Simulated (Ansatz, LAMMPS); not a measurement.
# Structural relaxation of a frame of liquid fluorobenzene from 280 K (192 atoms), part 2 of 3

Aim: bring a frame of liquid fluorobenzene from 280 K (192 atoms) to a nearby minimum of the energy and see what moves.

Ansatz 0.2.0; Kohn-Sham DFT, PBE+D4, PAW (set soft_2), plane waves.

The cell: 16 F, 96 C and 80 H. The network of contacts between molecules at the start is that of the classical potential that made the cell. The density was typed from a rule of thumb and may lie off the real one at this temperature. The Brillouin zone is sampled at Γ only, in a cell whose shortest periodic width is 14 Å.

So far. Step 3 (Single point at the start): The r.m.s. force component of 0.97 eV/Å and the pressure of 1.5 GPa set the starting point.

**4. Relaxation**

The atoms are relaxed in the fixed cell, aiming at the force tolerance of the input.

The input, input.yaml:

```yaml
crystal:
  lattice:
    - [13.57805, 0.0, 0.0]
    - [0.0, 13.57805, 0.0]
    - [0.0, 0.0, 13.57805]
  atoms:
    [... the 192 atom lines of step 3 ...]
kpoints:
  mp_grid: { grid: [1, 1, 1] }
hamiltonian:
  xc: pbe
  dispersion: d4
scf:
  occupations: { method: gaussian, width: 0.025 }
output:
  forces: true
relax:
  f_tol: 0.05
  max_steps: 200
```

Started as:

```
ansatz run input.yaml --threads 4 --pin off --max-ram 8192MiB --backend cpu --events-out ev --progress --plain --runs-dir out
```

Numbers of over 12 decimals in the logs are rounded to 6 here.

The program printed:

```text
[...]
Crystal: 192 atoms, lattice volume = 2503.296 Å³
Basis set: ecut = 420 eV, 48885 PW (Γ), exchange–correlation on 192×192×192 points (8 copies of the dense FFT grid, shifted against one another)
Bands: 480, of which v1, the nominal top of the filled ones, is band 288 counted from 1 (287 counted from 0)
Symmetry: 1 space group operations
[...]
k-points: 1
[...]
SCF iter   1: F=—  HF=-38289.140349 eV  |F-HF|=—  |Δ(HF+E_count)|=         —  Δρ=3.20e-3  dr2=3.72e-1  ethr=1.77e-3  ⟨swp⟩=6.0  Hψ=2170  notcnv=0  defer=70
[...]
SCF iter   7: F=-38289.132391 eV  HF=-38289.132397 eV  |F-HF|=6.41e-6  |Δ(HF+E_count)|=   3.37e-6  Δρ=1.84e-5  dr2=8.78e-6  ethr=8.03e-9  ⟨swp⟩=4.0  Hψ=1217  notcnv=0
SCF 1 converged in 7 iterations: F = -38289.132391 eV  dr2 = 8.78e-6
[...]
relax step   1: F+E_penalty+E_count = -38289.13239091 eV  Δ(F+E_penalty+E_count) = +0.000e0 eV  max|allowed force component| = 3.600e0 eV/Å  Δτ_max = 0.0000 Å  (7 SCF iters, dr2 threshold 6.25e-5 eV, accepted)
[...]
relax step   2: F+E_penalty+E_count = -38294.99097973 eV  Δ(F+E_penalty+E_count) = -5.859e0 eV  max|allowed force component| = 1.692e0 eV/Å  Δτ_max = 0.1908 Å  (7 SCF iters, dr2 threshold 1.00e-4 eV, accepted)
[...]
relax step   3: F+E_penalty+E_count = -38296.31341245 eV  Δ(F+E_penalty+E_count) = -1.322e0 eV  max|allowed force component| = 8.366e-1 eV/Å  Δτ_max = 0.1936 Å  (7 SCF iters, dr2 threshold 1.00e-4 eV, accepted)
relax step   4: F+E_penalty+E_count = -38296.64496953 eV  Δ(F+E_penalty+E_count) = -3.316e-1 eV  max|allowed force component| = 1.723e-1 eV/Å  Δτ_max = 0.2000 Å  (7 SCF iters, dr2 threshold 1.00e-4 eV, accepted)
relax step   5: F+E_penalty+E_count = -38296.76056917 eV  Δ(F+E_penalty+E_count) = -1.156e-1 eV  max|allowed force component| = 9.387e-2 eV/Å  Δτ_max = 0.1911 Å  (10 SCF iters, accepted)
relax step   6: F+E_penalty+E_count = -38296.83116486 eV  Δ(F+E_penalty+E_count) = -7.060e-2 eV  max|allowed force component| = 1.707e-1 eV/Å  Δτ_max = 0.1953 Å  (10 SCF iters, accepted)
relax step   7: F+E_penalty+E_count = -38296.88113567 eV  Δ(F+E_penalty+E_count) = -4.997e-2 eV  max|allowed force component| = 1.565e-1 eV/Å  Δτ_max = 0.1948 Å  (8 SCF iters, dr2 threshold 8.65e-6 eV, accepted)
relax step   8: F+E_penalty+E_count = -38296.91974312 eV  Δ(F+E_penalty+E_count) = -3.861e-2 eV  max|allowed force component| = 1.446e-1 eV/Å  Δτ_max = 0.1950 Å  (7 SCF iters, dr2 threshold 2.06e-5 eV, accepted)
relax step   9: F+E_penalty+E_count = -38296.94843964 eV  Δ(F+E_penalty+E_count) = -2.870e-2 eV  max|allowed force component| = 1.595e-1 eV/Å  Δτ_max = 0.1951 Å  (7 SCF iters, dr2 threshold 1.76e-5 eV, accepted)
relax step  10: F+E_penalty+E_count = -38296.96743907 eV  Δ(F+E_penalty+E_count) = -1.900e-2 eV  max|allowed force component| = 1.654e-1 eV/Å  Δτ_max = 0.1506 Å  (7 SCF iters, dr2 threshold 2.17e-5 eV, accepted)
relax step  11: F+E_penalty+E_count = -38296.98840836 eV  Δ(F+E_penalty+E_count) = -2.097e-2 eV  max|allowed force component| = 1.649e-1 eV/Å  Δτ_max = 0.1127 Å  (6 SCF iters, dr2 threshold 2.74e-5 eV, accepted)
relax step  12: F+E_penalty+E_count = -38297.01691658 eV  Δ(F+E_penalty+E_count) = -2.851e-2 eV  max|allowed force component| = 1.905e-1 eV/Å  Δτ_max = 0.1950 Å  (7 SCF iters, dr2 threshold 2.70e-5 eV, accepted)
relax step  13: F+E_penalty+E_count = -38297.03727362 eV  Δ(F+E_penalty+E_count) = -2.036e-2 eV  max|allowed force component| = 1.919e-1 eV/Å  Δτ_max = 0.1405 Å  (7 SCF iters, dr2 threshold 3.61e-5 eV, accepted)
relax step  14: F+E_penalty+E_count = -38297.06013474 eV  Δ(F+E_penalty+E_count) = -2.286e-2 eV  max|allowed force component| = 2.358e-1 eV/Å  Δτ_max = 0.1635 Å  (7 SCF iters, dr2 threshold 3.68e-5 eV, accepted)
relax step  15: F+E_penalty+E_count = -38297.07995712 eV  Δ(F+E_penalty+E_count) = -1.982e-2 eV  max|allowed force component| = 2.286e-1 eV/Å  Δτ_max = 0.1510 Å  (6 SCF iters, dr2 threshold 5.56e-5 eV, accepted)
relax step  16: F+E_penalty+E_count = -38297.09967822 eV  Δ(F+E_penalty+E_count) = -1.972e-2 eV  max|allowed force component| = 1.903e-1 eV/Å  Δτ_max = 0.1683 Å  (6 SCF iters, dr2 threshold 4.91e-5 eV, accepted)
relax step  17: F+E_penalty+E_count = -38297.11617153 eV  Δ(F+E_penalty+E_count) = -1.649e-2 eV  max|allowed force component| = 1.910e-1 eV/Å  Δτ_max = 0.1865 Å  (7 SCF iters, dr2 threshold 2.51e-5 eV, accepted)
relax step  18: F+E_penalty+E_count = -38297.12812929 eV  Δ(F+E_penalty+E_count) = -1.196e-2 eV  max|allowed force component| = 1.924e-1 eV/Å  Δτ_max = 0.1743 Å  (7 SCF iters, dr2 threshold 2.53e-5 eV, accepted)
relax step  19: F+E_penalty+E_count = -38297.13787156 eV  Δ(F+E_penalty+E_count) = -9.742e-3 eV  max|allowed force component| = 1.680e-1 eV/Å  Δτ_max = 0.1373 Å  (6 SCF iters, dr2 threshold 3.70e-5 eV, accepted)
relax step  20: F+E_penalty+E_count = -38297.14637441 eV  Δ(F+E_penalty+E_count) = -8.503e-3 eV  max|allowed force component| = 1.142e-1 eV/Å  Δτ_max = 0.1205 Å  (6 SCF iters, dr2 threshold 2.15e-5 eV, accepted)
relax step  21: F+E_penalty+E_count = -38297.15166138 eV  Δ(F+E_penalty+E_count) = -5.287e-3 eV  max|allowed force component| = 4.881e-2 eV/Å  Δτ_max = 0.1194 Å  (7 SCF iters, dr2 threshold 6.03e-6 eV, accepted)
relax step  22: F+E_penalty+E_count = -38297.15166332 eV  Δ(F+E_penalty+E_count) = -1.938e-6 eV  max|allowed force component| = 4.916e-2 eV/Å  Δτ_max = 0.0000 Å  (4 SCF iters, accepted)
relax step  23: F+E_penalty+E_count = -38297.15479390 eV  Δ(F+E_penalty+E_count) = -3.131e-3 eV  max|allowed force component| = 3.427e-2 eV/Å  Δτ_max = 0.0725 Å  (9 SCF iters, accepted)
relax step  24: F+E_penalty+E_count = -38297.15805180 eV  Δ(F+E_penalty+E_count) = -3.258e-3 eV  max|allowed force component| = 2.820e-2 eV/Å  Δτ_max = 0.0976 Å  (9 SCF iters, accepted)
[...]
relax step  25: F+E_penalty+E_count = -38297.16057051 eV  Δ(F+E_penalty+E_count) = -2.519e-3 eV  max|allowed force component| = 3.934e-2 eV/Å  Δτ_max = 0.1024 Å  (9 SCF iters, accepted)
SCF converged after 9 iterations
Free energy (F): -38297.160571 eV
[...]
Internal energy: -38297.160571 eV  (E = F + TS)
E sigma→0 (E₀):  -38297.160571 eV
Fermi energy:    0.876871 eV
[...]
--- Forces (eV/Å), atoms counted from 1 ---
  atom   1  F     -0.00003580    -0.00001128     0.00134367
  atom   2  C     -0.00105226    -0.00104517    -0.00224945
  atom   3  C     -0.00086333    -0.00134437     0.00095218
  atom   4  C      0.00789568    -0.00275060     0.00106471
  atom   5  C     -0.00545359     0.00124164     0.00076161
  atom   6  C      0.00697931    -0.00232638    -0.00015533
  atom   7  C      0.00058271     0.00308031     0.00249813
  atom   8  H     -0.00063930    -0.00220294    -0.00119330
  atom   9  H     -0.00286275    -0.00187268    -0.00062804
  atom  10  H     -0.00052514     0.00055398    -0.00223875
  atom  11  H     -0.00079703     0.00308329     0.00003383
  atom  12  H     -0.00072143     0.00157290    -0.00056451
  atom  13  F     -0.00162827     0.00002100     0.00116607
  atom  14  C     -0.00190077     0.00162567    -0.00133090
[...]
atom 191  H      0.00518475     0.00074782     0.00412540
  atom 192  H     -0.00099202     0.01511371    -0.00074786
  max |Σ_I F_I| component: 3.19e-5 eV/Å
--- Relaxed structure (25 steps of the walk, 25 accepted, 0 SCFs on fresh bases) ---
  F+E_penalty+E_count = -38297.16057051 eV   max|allowed force component| = 3.934e-2 eV/Å
  atoms:
    - { symbol: F, position: [0.161759, 0.608306, 0.644303] }
    - { symbol: C, position: [0.216185, 0.603891, 0.560240] }
    - { symbol: C, position: [0.260674, 0.689418, 0.525968] }
    - { symbol: C, position: [0.316006, 0.684173, 0.439455] }
[...]
- { symbol: H, position: [0.619640, 0.259363, 0.903774] }
```

It took 12 min on 4 threads of Arm Neoverse V1, shared host; peak memory 3.3 GiB.

Step by step (22 of 25):

```tsv
step	energy less that of the first step (eV)	largest force component (eV/Å)
1	0.0000	3.6002
2	-5.8586	1.6924
3	-7.1810	0.8366
4	-7.5126	0.1723
6	-7.6988	0.1707
7	-7.7487	0.1565
8	-7.7874	0.1446
9	-7.8160	0.1595
10	-7.8350	0.1654
11	-7.8560	0.1649
12	-7.8845	0.1905
14	-7.9277	0.2358
15	-7.9476	0.2286
16	-7.9673	0.1903
17	-7.9838	0.1910
18	-7.9957	0.1924
19	-8.0055	0.1680
20	-8.0140	0.1142
22	-8.0193	0.0492
23	-8.0224	0.0343
24	-8.0257	0.0282
25	-8.0282	0.0393
```

The atoms that moved most (Å):

```tsv
atom	dx	dy	dz	length
F181	-1.090	-1.549	0.656	2.005
H188	0.126	-1.549	1.168	1.944
H179	-1.725	-0.615	0.434	1.882
H180	-1.578	-0.705	-0.083	1.731
F61	1.636	0.014	-0.228	1.652
H189	1.128	-0.751	0.902	1.628
H72	1.216	0.982	0.113	1.567
C174	-1.404	-0.548	0.344	1.546
```

The relaxation changed the energy by -41.8 meV/atom, and atoms moved by 0.82 Å r.m.s., 2.0 Å at most.

**5. Local order after relaxation**

Bonds before and after, by the cutoffs listed below:

```tsv
pair	bonds before	bonds after	mean before (Å)	mean after (Å)	spread before (Å)	spread after (Å)
C-C	96	96	1.388	1.394	0.026	0.003
C-H	80	80	1.090	1.090	0.032	0.001
C-F	16	16	1.347	1.363	0.028	0.002
```

Density 1.02 g/cm³, 13.04 Å³ an atom.

g(r), total and by pair (bins of 0.2 Å):

```tsv
r (Å)	total	C-C	C-H	C-F	H-H	H-F	F-F
1.00	3.74	0.00	9.00	0.00	0.00	0.00	0.00
1.20	0.00	0.00	0.00	0.00	0.00	0.00	0.00
1.40	3.20	10.95	0.00	5.50	0.00	0.00	0.00
1.60	0.00	0.00	0.00	0.00	0.00	0.00	0.00
1.80	0.00	0.00	0.00	0.00	0.00	0.00	0.00
2.00	0.00	0.00	0.00	0.00	0.00	0.00	0.00
2.20	1.83	0.00	4.40	0.00	0.00	0.00	0.00
2.40	1.57	3.58	0.00	3.68	1.99	0.39	0.00
2.60	0.69	0.00	0.00	0.00	2.05	4.81	0.00
2.80	0.71	1.32	0.11	0.00	1.08	2.10	0.00
3.00	0.35	0.00	0.45	0.00	0.69	0.52	0.00
3.20	0.60	0.00	0.96	0.00	0.73	1.06	0.00
3.40	1.42	0.00	2.67	1.27	0.89	0.60	2.09
3.60	0.90	0.18	0.94	2.93	0.98	0.65	0.62
3.80	1.28	0.96	1.68	1.21	0.92	0.81	3.25
4.00	0.81	0.99	0.76	0.73	0.78	0.73	0.48
4.20	1.03	1.10	1.02	1.42	0.88	0.89	0.43
4.40	1.03	1.09	0.80	0.81	1.78	0.52	1.19
4.60	0.99	0.99	0.89	1.19	0.66	2.24	0.74
4.80	1.00	0.97	1.04	1.18	0.96	0.87	0.69
5.00	0.99	0.87	0.83	1.09	1.49	1.09	1.24
5.20	1.00	1.18	0.84	0.98	0.97	1.35	1.74
5.40	0.97	1.10	0.99	0.93	0.80	0.88	1.07
5.60	1.10	1.27	1.10	1.01	0.97	0.92	0.50
5.80	0.98	1.07	0.97	1.06	0.82	1.06	0.46
6.00	1.05	1.22	1.04	0.97	0.99	0.78	0.64
6.20	0.97	1.02	0.98	1.08	0.89	0.83	0.59
6.40	1.05	1.21	0.99	0.93	1.14	0.82	0.76
```

Bonds by pair of elements; cutoffs follow the first minimum of g(r), held within bounds set by covalent radii, and pairs that aren't listed don't count as bonded:

```tsv
pair A-B	cutoff (Å)	bonds	mean length (Å)	spread (Å)	shortest (Å)	B about A	A about B
C-C	1.77	96	1.39	0.003	1.39	2	2
C-H	1.34	80	1.09	0.001	1.09	0.833	1
C-F	1.62	16	1.36	0.002	1.36	0.167	1
```

How many atoms have how many bonded neighbours:

```tsv
element	mean	1	3
C	3	0	96
F	1	16	0
H	1	80	0
```

Bond angles, per cent of each kind in bins of 5°:

```tsv
angle (°)	C-C-H	C-C-C	C-C-F
115–120	40.6	45.8	100.0
120–125	59.4	54.2	0.0
```

Bond angles (no mean is given where the spread exceeds 20°):

```tsv
angle	count	mean (°)	spread (°)
C-C-H	160	120	0.8
C-C-C	96	120	1.6
C-C-F	32	119	0.1
```

Rings of the network by King's shortest-path rule, up to 12 atoms, one path for each pair of neighbours; H, halogens, alkali and alkaline-earth atoms are left out, and the last column divides by all other atoms, bonded or not:

```tsv
ring size (atoms)	rings	per network atom
6	16	0.167
```

Counting bonds as in the table, all C atoms have 3, all F atoms have 1 and all H atoms have 1 bonded neighbour. The C-C-H angle averages 120° with a spread of 0.8°. All rings counted have 6 atoms.

(Continued in part 3 of 3.)

[Logs are printed without paths, hosts, clocks, repeated set-up lines and the standing remarks that a program may print on its own settings, such as how far it seeks lower states.]

[Hosts, paths, dates, database ids (printed as entryN), source tags and the programs' standing remarks are cut or masked in the printed files.]
